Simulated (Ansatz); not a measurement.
# A thicker film of SrO (001) from five thinner ones

In a field along its normal an insulating film takes a dipole p. Written as a length, p/(ε₀AE), it should grow by 1 − 1/ε for each ångström added.

**Method.** Ansatz 0.2.0, plane waves with PAW datasets (its set soft_2), PBE; rocksalt films relaxed at a bulk in-plane lattice constant near the measured one, then held in weak fields of both signs with a dipole correction (A is the cell's area, E the outer field).

| run | distance between the outer atoms (Å) | p/(ε₀AE) (Å) |
| --- | --- | --- |
| 3 units | 5.145 | 6.845 |
| 4 units | 7.754 | 8.785 |
| 5 units | 10.361 | 10.702 |
| 6 units | 12.969 | 12.624 |
| 8 units | 18.185 | 16.460 |
| 10 units | 23.400 | ? |

**Question.** What value belongs in the row marked “?”, and how far can the other rows tell?

A least-squares line through the 5 rows shown has slope 0.7370 and intercept 3.0626; no row lies more than 0.009 Å off it. That slope means ε = 1/(1 − 0.7370) = 3.80. At 23.400 it gives 0.7370 × 23.400 + 3.0626 = 20.308 Å, beyond the rows fitted. Rounding and scatter of the rows alone allow about ±0.018 Å there.

The run itself gives 20.299 Å: a miss of −0.009 Å, or 0.0 % of the value. The length is met to within 1 %, though ε is more sensitive than the length: the two thickest films give ε = 3.79.

**Limits.** This is the electronic response alone. A unit is one step of the cut along the normal (a plane, a pair of planes or a cell), and the layers relax along it, away from their bulk spacing where the functional's lattice constant differs from the one held.
